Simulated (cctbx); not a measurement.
## Diagnosing a refinement

Cell a = 11.3850 Å, b = 10.2910 Å, c = 7.0150 Å, α = 90.00°, β = 90.00°, γ = 90.00°; space group Pnma (no. 62). The compound is Te3P4.

The data are simulated with cctbx, not measured: Mo Kα, λ = 0.71073 Å, to d = 0.75 Å, 95 % of the full sphere, strongest reflection 20000 counts, noise from counting, a 4 % proportional error and a noise floor of 2 counts (s.d.); no absorption.

An anisotropic refinement with weights 1/σ² prints:

```text
Rint 0.038, 1079 unique reflections to 0.75 A
cycle     R1     wR2    GooF  max shift (A)
   1  0.0139  0.0352   1.285   0.00029
   2  0.0104  0.0262   0.958   0.00000
final R1 0.0104 wR2 0.0262 GooF 0.958  parameters 36  data/parameter 30.0
atom        x        y        z      Ueq    occ   su(xyz)  su(Uiso or U11)
Te1    0.50980  0.25000  0.79868   0.0097  1.000  0.00002  0.0001
Te2    0.70800  0.41499  0.04510   0.0123  1.000  0.00002  0.0001
P1     0.92461  0.63281  0.76458   0.0167  1.000  0.00008  0.0002
P2     0.93417  0.25000  0.40733   0.0165  1.000  0.00011  0.0003
P3     0.18743  0.25000  0.65022   0.0163  1.000  0.00011  0.0003
difference map: max 0.50 min -0.57 rms 0.11
Q1    0.2032  0.2500  0.5302    4    0.50  0.86 A from P3
Q2    0.2104  0.9985  0.1315    8    0.46  1.77 A from Te2
Q3    0.1912  0.6992  0.0132    8    0.42  1.69 A from Te2
Q4    0.0998  0.7500  0.9026    4    0.39  2.21 A from P2
Q5    0.9988  0.1727  0.0474    8    0.38  1.63 A from P1
Q6    0.2040  0.7500  0.1486    4    0.36  1.24 A from P3
```

**Question.** Can this result stand? If not, what is the likely fault?

It can stand. The set-up had a fault (anomalous dispersion left out), but the figures of merit move little: R1 = 0.0104, wR2 = 0.0262, GooF = 0.96 against R1 = 0.0098, wR2 = 0.0251, GooF = 0.92 for the right model.

The compound is Te3P4. The right model at the same level gives:

```text
Rint 0.038, 1079 unique reflections to 0.75 A
cycle     R1     wR2    GooF  max shift (A)
   1  0.0099  0.0254   0.928   0.00014
   2  0.0098  0.0251   0.915   0.00000
final R1 0.0098 wR2 0.0251 GooF 0.915  parameters 36  data/parameter 30.0
atom        x        y        z      Ueq    occ   su(xyz)  su(Uiso or U11)
Te1    0.50980  0.25000  0.79868   0.0092  1.000  0.00002  0.0001
Te2    0.70800  0.41499  0.04510   0.0118  1.000  0.00002  0.0001
P1     0.92461  0.63279  0.76457   0.0181  1.000  0.00007  0.0002
P2     0.93415  0.25000  0.40735   0.0179  1.000  0.00010  0.0003
P3     0.18742  0.25000  0.65023   0.0176  1.000  0.00010  0.0003
difference map: max 0.49 min -0.57 rms 0.10
Q1    0.2044  0.2500  0.5226    4    0.49  0.92 A from P3
Q2    0.2113  0.9989  0.1276    8    0.43  1.75 A from Te2
Q3    0.1912  0.6988  0.0116    8    0.42  1.69 A from Te2
Q4    0.0987  0.7500  0.9002    4    0.41  2.19 A from P2
Q5    0.9965  0.1725  0.0467    8    0.38  1.65 A from P1
Q6    0.2064  0.7500  0.1478    4    0.35  1.21 A from P3
```

The model is made up (kin elements in a known structure type, no relaxation), so it says nothing on whether the phase exists.

[Middle refinement cycles are left out of these outputs.]

[Logs are printed without paths, hosts, clocks, repeated set-up lines and the standing remarks that a program may print on its own settings, such as how far it seeks lower states.]
